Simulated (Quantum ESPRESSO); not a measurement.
# E(q) of MnS (Browneite) from supercells, part 2 of 2

Aim: the energy of flat spin spirals of MnS (Browneite) that close within a few cells.

Quantum ESPRESSO 7.5; LDA with U = 4 eV on Mn d (ortho-atomic projectors); plane waves with GBRV 1.5 LDA potentials, no spin-orbit coupling, flat spiral in a supercell.

So far, absolute magnetization (μB): step 2 (parallel moments, one cell) 5.00.

## 4. One turn in 3 cells along the input cell's a

Neighbouring cells are turned by 120° in the xy plane; the cell holds 6 atoms.

Contents of pw.in:

```
&CONTROL
  calculation = 'scf'
  prefix = 'pwscf'
  outdir = './tmp'
  pseudo_dir = './pseudo'
  disk_io = 'nowf'
/
&SYSTEM
  ibrav = 0
  nat = 6
  ntyp = 6
  ecutwfc = 34
  ecutrho = 238
  nbnd = 84
  occupations = 'smearing'
  smearing = 'fd'
  degauss = 0.00734986
  noncolin = .true.
  starting_magnetization(1) = 0.3
  angle1(1) = 90
  angle2(1) = 0
  starting_magnetization(2) = 0.3
  angle1(2) = 90
  angle2(2) = 120
  starting_magnetization(3) = 0.3
  angle1(3) = 90
  angle2(3) = -120
  starting_magnetization(4) = 0
  starting_magnetization(5) = 0
  starting_magnetization(6) = 0
/
&ELECTRONS
  conv_thr = 6d-08
  electron_maxstep = 150
  mixing_beta = 0.3
/
ATOMIC_SPECIES
Mn1    54.9380 mn_lda_v1.5.uspp.F.UPF
Mn2    54.9380 mn_lda_v1.5.uspp.F.UPF
Mn3    54.9380 mn_lda_v1.5.uspp.F.UPF
S1     32.0600 s_lda_v1.4.uspp.F.UPF
S2     32.0600 s_lda_v1.4.uspp.F.UPF
S3     32.0600 s_lda_v1.4.uspp.F.UPF
CELL_PARAMETERS bohr
   0.0000000000   15.8736994469   15.8736994469
   5.2912331490    0.0000000000    5.2912331490
   5.2912331490    5.2912331490    0.0000000000
ATOMIC_POSITIONS crystal
Mn1     0.0000000000    0.0000000000    0.0000000000
Mn2     0.3333333333    0.0000000000    0.0000000000
Mn3     0.6666666667    0.0000000000    0.0000000000
S1      0.0833333333    0.2500000000    0.2500000000
S2      0.4166666667    0.2500000000    0.2500000000
S3      0.7500000000    0.2500000000    0.2500000000
K_POINTS automatic
4 4 4 0 0 0
HUBBARD {ortho-atomic}
U Mn1-3d 4.0000
U Mn2-3d 4.0000
U Mn3-3d 4.0000
```

Started as:

```bash
$ OMP_NUM_THREADS=1 mpirun -n 4 pw.x -nk 4 -in pw.in > pw.out
```

Log:

```text
     [... lines left out ...]
Program PWSCF v.7.5 starts
     [... lines left out ...]
     number of atoms/cell      =            6
     [... lines left out ...]
     number of electrons       =        63.00
     number of Kohn-Sham states=           84
     kinetic-energy cutoff     =      34.0000  Ry
     charge density cutoff     =     238.0000  Ry
     scf convergence threshold =      6.0E-08
     [... lines left out ...]
     Noncollinear calculation without spin-orbit
     [... lines left out ...]
     No symmetry found
     [... lines left out ...]
     number of k points=    64  Fermi-Dirac smearing, width (Ry)=  0.0073
     [... lines left out ...]
     iteration # 11     ecut=    34.00 Ry     beta= 0.30
     [... lines left out ...]
     atom number    1 relative position :    0.0000   0.0000   0.0000
     [... lines left out ...]
     magnetization :          4.283432    0.000580    0.000001
     [... lines left out ...]
     atom number    2 relative position :    0.0000   0.2357   0.2357
[...]
magnetization :         -2.142360    3.709190   -0.000041
[...]
atom number    3 relative position :    0.0000   0.4714   0.4714
[...]
magnetization :         -2.141236   -3.709840   -0.000002
[...]
atom number    4 relative position :    0.1179   0.1179   0.1179
     [... lines left out ...]
     magnetization :          0.043516    0.009993   -0.000000
     [... lines left out ...]
     atom number    5 relative position :    0.1179   0.3536   0.3536
     [... lines left out ...]
     magnetization :         -0.030415    0.032689   -0.000001
     [... lines left out ...]
     atom number    6 relative position :    0.1179   0.5893   0.5893
     [... lines left out ...]
     magnetization :         -0.013104   -0.042683   -0.000000
     [... lines left out ...]
     Tr[ns(  1)] (up, down, total) =   2.63026  2.63025  5.26051
     [... lines left out ...]
     Tr[ns(  2)] (up, down, total) =   2.63023  2.63028  5.26051
     [... lines left out ...]
     Tr[ns(  3)] (up, down, total) =   2.63025  2.63026  5.26051
     [... lines left out ...]
     the Fermi energy is     7.3588 ev
!    total energy              =    -705.72933322 Ry
     estimated scf accuracy    <       0.00000005 Ry
     smearing contrib. (-TS)   =      -0.00000558 Ry
     [... lines left out ...]
     total magnetization       =    -0.00    -0.00    -0.00 Bohr mag/cell
     absolute magnetization    =    14.57 Bohr mag/cell
     convergence has been achieved in  11 iterations
```

The job ended after 4.3 min (4 MPI ranks of Arm Neoverse V2, shared host; peak memory 1.4 GiB; 17 min of CPU time).

Spin moment in the atom's sphere by atom:

```tsv
atom	x (μB)	y (μB)	z (μB)	size
Mn1	4.28	0.00	0.00	4.28
Mn2	-2.14	3.71	0.00	4.28
Mn3	-2.14	-3.71	0.00	4.28
S4	0.04	0.01	0.00	0.04
S5	-0.03	0.03	0.00	0.04
S6	-0.01	-0.04	0.00	0.04
```

Numbers from this step:

```
smearing term TS       : 7.60e-5 eV
magnetization          : 0, 0, 0 μB
absolute magnetization : 14.57 μB
final state            : non-collinear
```

Valence density in the ac plane at fractional y = 0.000, with atoms of Mn within 0.2 Å of it. It is the smooth field of the valence electrons, not physical close to the nuclei.

Values in e/Å³, 6 rows by 16 columns, each cell a mean:
```
10  1  0  0  1 10  4  0  0  0  7  7  0  0  0  3
 1  0  0  0  0  0  1  0  0  0  0  1  0  0  0  0
 0  0  0  0  0  0  0  0  0  0  0  0  0  0  0  0
 0  1  1  0  0  0  1  1  0  0  0  0  1  0  0  0
 1  1  1  0  1  1  0  1  0  1  2  0  1  1  0  2
 9  0  0  0  5 13  2  0  0  1 13  5  0  0  0 10
```
Columns run along a (11.9 Å), rows up along c (4.0 Å). Atoms in or near the plane, at fractional coordinates: Mn at (0.00, 0.00), Mn at (0.33, 0.00), Mn at (0.67, 0.00).

## 5. One turn in 4 cells along the input cell's a

Neighbouring cells are turned by 90° in the xy plane; the cell holds 8 atoms.

Contents of pw.in:

```
&CONTROL
  calculation = 'scf'
  prefix = 'pwscf'
  outdir = './tmp'
  pseudo_dir = './pseudo'
  disk_io = 'nowf'
/
&SYSTEM
  ibrav = 0
  nat = 8
  ntyp = 8
  ecutwfc = 34
  ecutrho = 238
  nbnd = 110
  occupations = 'smearing'
  smearing = 'fd'
  degauss = 0.00734986
  noncolin = .true.
  starting_magnetization(1) = 0.3
  angle1(1) = 90
  angle2(1) = 0
  starting_magnetization(2) = 0.3
  angle1(2) = 90
  angle2(2) = 90
  starting_magnetization(3) = 0.3
  angle1(3) = 90
  angle2(3) = 180
  starting_magnetization(4) = 0.3
  angle1(4) = 90
  angle2(4) = -90
  starting_magnetization(5) = 0
  starting_magnetization(6) = 0
  starting_magnetization(7) = 0
  starting_magnetization(8) = 0
/
&ELECTRONS
  conv_thr = 8d-08
  electron_maxstep = 150
  mixing_beta = 0.3
/
ATOMIC_SPECIES
Mn1    54.9380 mn_lda_v1.5.uspp.F.UPF
Mn2    54.9380 mn_lda_v1.5.uspp.F.UPF
Mn3    54.9380 mn_lda_v1.5.uspp.F.UPF
Mn4    54.9380 mn_lda_v1.5.uspp.F.UPF
S1     32.0600 s_lda_v1.4.uspp.F.UPF
S2     32.0600 s_lda_v1.4.uspp.F.UPF
S3     32.0600 s_lda_v1.4.uspp.F.UPF
S4     32.0600 s_lda_v1.4.uspp.F.UPF
CELL_PARAMETERS bohr
   0.0000000000   21.1649325958   21.1649325958
   5.2912331490    0.0000000000    5.2912331490
   5.2912331490    5.2912331490    0.0000000000
ATOMIC_POSITIONS crystal
Mn1     0.0000000000    0.0000000000    0.0000000000
Mn2     0.2500000000    0.0000000000    0.0000000000
Mn3     0.5000000000    0.0000000000    0.0000000000
Mn4     0.7500000000    0.0000000000    0.0000000000
S1      0.0625000000    0.2500000000    0.2500000000
S2      0.3125000000    0.2500000000    0.2500000000
S3      0.5625000000    0.2500000000    0.2500000000
S4      0.8125000000    0.2500000000    0.2500000000
K_POINTS automatic
3 4 4 0 0 0
HUBBARD {ortho-atomic}
U Mn1-3d 4.0000
U Mn2-3d 4.0000
U Mn3-3d 4.0000
U Mn4-3d 4.0000
```

Log:

```text
     [... lines left out ...]
Program PWSCF v.7.5 starts
     [... lines left out ...]
     number of atoms/cell      =            8
     [... lines left out ...]
     number of electrons       =        84.00
     number of Kohn-Sham states=          110
     kinetic-energy cutoff     =      34.0000  Ry
     charge density cutoff     =     238.0000  Ry
     scf convergence threshold =      8.0E-08
     [... lines left out ...]
     Noncollinear calculation without spin-orbit
     [... lines left out ...]
     No symmetry found
     [... lines left out ...]
     number of k points=    48  Fermi-Dirac smearing, width (Ry)=  0.0073
     [... lines left out ...]
     iteration # 13     ecut=    34.00 Ry     beta= 0.30
     [... lines left out ...]
     atom number    1 relative position :    0.0000   0.0000   0.0000
     [... lines left out ...]
     magnetization :          4.298455   -0.000255   -0.000049
     [... lines left out ...]
     atom number    2 relative position :    0.0000   0.1768   0.1768
[...]
magnetization :          0.000415    4.298431   -0.000002
[...]
atom number    3 relative position :    0.0000   0.3536   0.3536
[...]
magnetization :         -4.298453    0.000159   -0.000002
[...]
atom number    4 relative position :    0.0000   0.5303   0.5303
[...]
magnetization :         -0.000114   -4.298432    0.000094
[...]
atom number    5 relative position :    0.0884   0.0884   0.0884
[...]
magnetization :          0.051321    0.013360   -0.000001
[...]
atom number    6 relative position :    0.0884   0.2652   0.2652
[...]
magnetization :         -0.013366    0.051333    0.000000
     [... lines left out ...]
     atom number    7 relative position :    0.0884   0.4419   0.4419
     [... lines left out ...]
     magnetization :         -0.051320   -0.013361    0.000000
     [... lines left out ...]
     atom number    8 relative position :    0.0884   0.6187   0.6187
     [... lines left out ...]
     magnetization :          0.013370   -0.051334    0.000001
     [... lines left out ...]
     Tr[ns(  1)] (up, down, total) =   2.62641  2.62646  5.25286
     [... lines left out ...]
     Tr[ns(  2)] (up, down, total) =   2.62643  2.62643  5.25286
     [... lines left out ...]
     Tr[ns(  3)] (up, down, total) =   2.62643  2.62643  5.25286
     [... lines left out ...]
     Tr[ns(  4)] (up, down, total) =   2.62648  2.62638  5.25286
     [... lines left out ...]
     the Fermi energy is     7.3557 ev
!    total energy              =    -940.96613446 Ry
     estimated scf accuracy    <       0.00000001 Ry
     smearing contrib. (-TS)   =      -0.00002015 Ry
     [... lines left out ...]
     total magnetization       =     0.00    -0.00     0.00 Bohr mag/cell
     absolute magnetization    =    19.61 Bohr mag/cell
     convergence has been achieved in  13 iterations
```

Wall time 7.8 min (4 MPI ranks); peak memory 1.9 GiB; 31 min of CPU time.

This step gave:

```yaml
smearing_term_ts: 2.74e-4 eV
magnetization: 0, 0, 0 μB
absolute_magnetization: 19.61 μB
final_state: non-collinear
largest_moment: 4.298 μB
```

## 6. A faulty input

One input was spoiled on purpose, to see how the program answers.

Contents of pw.in:

```
&CONTROL
  calculation = 'scf'
  prefix = 'pwscf'
  outdir = './tmp'
  pseudo_dir = './pseudo'
  disk_io = 'nowf'
/
&SYSTEM
  ibrav = 0
  nat = 2
  ntyp = 2
  ecutwfc = 34
  ecutrho = 238
  nbnd = 19
  occupations = 'smearing'
  smearing = 'fd'
  degauss = 0.5
  nspin = 2
  starting_magnetization(1) = 0.3
  starting_magnetization(2) = 0
/
&ELECTRONS
  conv_thr = 2d-08
  electron_maxstep = 60
  mixing_beta = 0.3
/
ATOMIC_SPECIES
Mn     54.9380 mn_lda_v1.5.uspp.F.UPF
S      32.0600 s_lda_v1.4.uspp.F.UPF
CELL_PARAMETERS angstrom
   0.0000000000    2.8000000000    2.8000000000
   2.8000000000    0.0000000000    2.8000000000
   2.8000000000    2.8000000000    0.0000000000
ATOMIC_POSITIONS crystal
Mn      0.0000000000    0.0000000000    0.0000000000
S       0.2500000000    0.2500000000    0.2500000000
K_POINTS automatic
4 4 4 0 0 0
HUBBARD {ortho-atomic}
U Mn-3d 4.0000
```

Log:

```text
[banner, memory and clock lines left out]
Program PWSCF v.7.5 starts

     Message from routine setup:
     using ibrav=0 with symmetry is DISCOURAGED, use correct ibrav instead

     bravais-lattice index     =            0
     lattice parameter (alat)  =       7.4829  a.u.
     unit-cell volume          =     296.2789 (a.u.)^3
     number of atoms/cell      =            2
     number of atomic types    =            2
     number of electrons       =        21.00
     number of Kohn-Sham states=           19
     kinetic-energy cutoff     =      34.0000  Ry
     charge density cutoff     =     238.0000  Ry
     scf convergence threshold =      2.0E-08
     mixing beta               =       0.3000
     number of iterations used =            8  plain     mixing
     Exchange-correlation=  SLA  PZ   NOGX NOGC
                           (   1   1   0   0   0   0   0)
     Hubbard projectors: ortho-atomic
     Hubbard parameters of DFT+U (Dudarev formulation) in eV:
     U(Mn-3d) =  4.0000

     Internal variables: lda_plus_u =T, lda_plus_u_kind = 0

     Internal variables: orbital_resolved =F, hub_pot_fix =F, apply_U = F

     [... lines left out ...]
     PseudoPot. # 1 for Mn read from file:
     mn_lda_v1.5.uspp.F.UPF
     Pseudo is Ultrasoft + core correction, Zval = 15.0

     PseudoPot. # 2 for S  read from file:
     s_lda_v1.4.uspp.F.UPF
     Pseudo is Ultrasoft + core correction, Zval =  6.0

     atomic species   valence    mass     pseudopotential
     Mn               15.00    54.93800     Mn( 1.00)
     S                 6.00    32.06000     S ( 1.00)

     Starting magnetic structure
     atomic species   magnetization
     Mn              0.300
     S               0.000

     24 Sym. Ops. (no inversion) found

   Cartesian axes

     site n.     atom                  positions (alat units)
         1        Mn     tau(   1) = (   0.0000000   0.0000000   0.0000000  )
         2        S      tau(   2) = (   0.3535534   0.3535534   0.3535534  )

     number of k points=     8  Fermi-Dirac smearing, width (Ry)=  0.5000

     Dense  grid:    18421 G-vectors     FFT dimensions: (  40,  40,  40)

     Smooth grid:     7823 G-vectors     FFT dimensions: (  27,  27,  27)

     Check: negative core charge=   -0.000019
     Generating pointlists ...
     new r_m :   0.2526 (alat units)  1.8902 (a.u.) for type    1
     new r_m :   0.2526 (alat units)  1.8902 (a.u.) for type    2

     Initial potential from superposition of free atoms

     starting charge      20.4999, renormalised to      21.0000

     STARTING HUBBARD OCCUPATIONS:

     =================== HUBBARD OCCUPATIONS ===================
     ------------------------ ATOM    1 ------------------------
     Tr[ns(  1)] (up, down, total) =   5.00000  0.00000  5.00000
     Atomic magnetic moment for atom   1 =   5.00000
     [... lines left out ...]
     Number of occupied Hubbard levels =    5.0000

     Atomic wfc used for Hubbard projectors are orthogonalized

     Starting wfcs are   17 randomized atomic wfcs +    2 random wfcs

     Self-consistent Calculation

     iteration #  1     ecut=    34.00 Ry     beta= 0.30
     Davidson diagonalization with overlap
     ethr =  1.00E-02,  avg # of iterations =  6.0

     =================== HUBBARD OCCUPATIONS ===================
     ------------------------ ATOM    1 ------------------------
     Tr[ns(  1)] (up, down, total) =   2.81487  1.50392  4.31879
     Atomic magnetic moment for atom   1 =   1.31095
     [... lines left out ...]
     Number of occupied Hubbard levels =    4.3188

     total energy              =    -240.73460606 Ry
     estimated scf accuracy    <       1.22387159 Ry

     total magnetization       =     1.38 Bohr mag/cell
     absolute magnetization    =     1.42 Bohr mag/cell

     [... further iterations left out ...]

     iteration # 12     ecut=    34.00 Ry     beta= 0.30
     Davidson diagonalization with overlap
     ethr =  5.79E-10,  avg # of iterations =  2.4

     Magnetic moment per site  (integrated on atomic sphere of radius R)
     atom   1 (R=0.253)  charge= 12.8927  magn= -0.0000
     atom   2 (R=0.253)  charge=  3.8881  magn= -0.0000

     End of self-consistent calculation

     =================== HUBBARD OCCUPATIONS ===================
     ------------------------ ATOM    1 ------------------------
     Tr[ns(  1)] (up, down, total) =   2.51650  2.51651  5.03301
     Atomic magnetic moment for atom   1 =  -0.00001
     [... lines left out ...]
     Number of occupied Hubbard levels =    5.0330

     [... lines left out ...]
     the Fermi energy is     5.2277 ev

!    total energy              =    -241.17273143 Ry
     estimated scf accuracy    <       0.00000001 Ry
     smearing contrib. (-TS)   =      -8.91866509 Ry
     internal energy E=F+TS    =    -232.25406634 Ry

     The total energy is F=E-TS. E is the sum of the following terms:
     one-electron contribution =    -154.50698429 Ry
     hartree contribution      =      82.67742317 Ry
     xc contribution           =     -34.07317677 Ry
     ewald contribution        =    -126.71880435 Ry
     Hubbard energy            =       0.36747590 Ry

     total magnetization       =    -0.00 Bohr mag/cell
     absolute magnetization    =     0.00 Bohr mag/cell

     convergence has been achieved in  12 iterations
```

Elapsed: 3.2 s, on 4 MPI ranks; peak memory 0.29 GiB; 12 s of CPU time.

The run converged, but its input is faulty, so its numbers are not to be trusted.

The fault in the input: a smearing width of 0.5 Ry, which is 6.8 eV.

## 7. E(q)

Spirals:

```tsv
q along the reciprocal vector	energy less that at q = 0 (meV a seeded atom)	largest site moment (μB)	typed angles kept	CPU time (s)
0	0	4.331	yes	100.3
0.25	-44.35	4.298	yes	1866
0.3333	-65.81	4.283	yes	1033
0.5	-86.93	4.269	yes	300.3
```

Table of energy less that at q = 0, self-consistent by path:

```tsv
path (Å⁻¹)	energy less that at q = 0, self-consistent (meV a seeded atom)
0.000	0
0.486	-44.4
0.648	-65.8
0.972	-86.9
```

## 8. What came out

* lowest point: q = 0.5 along a*, -86.9 meV a seeded atom
* highest point: q = 0, 0 meV a seeded atom

**Reading.** The state at q = 0.5 lies 87 meV a seeded atom under the parallel one, with neighbouring cells opposed. The moment changes by 1.4 % between the spirals. The cell of 4 repeats took 19 times the CPU time of the single cell, though its mesh is shorter in proportion. Here a and a* are vectors of the cell in the input, which need not be the conventional cell, and only this direction was probed. The mesh is coarse, so differences of some ten meV can be noise in a metal. Energies are free energies at an electronic temperature of 1160 K, which lowers moments and differences where the moments are itinerant. The cutoff lies under the 40 Ry that these files are usually run at.

[Logs and program files are shortened in this print: banners, set-up blocks, solver, clock and traceback lines can be left out without a mark of their own.]

[Logs are printed without paths, hosts, clocks, repeated set-up lines and the standing remarks that a program may print on its own settings, such as how far it seeks lower states.]

[Hosts, paths, dates, database ids (printed as entryN), source tags and the programs' standing remarks are cut or masked in the printed files.]

[Where a cell is said to come from a database of computed structures, the database is the Materials Project.]
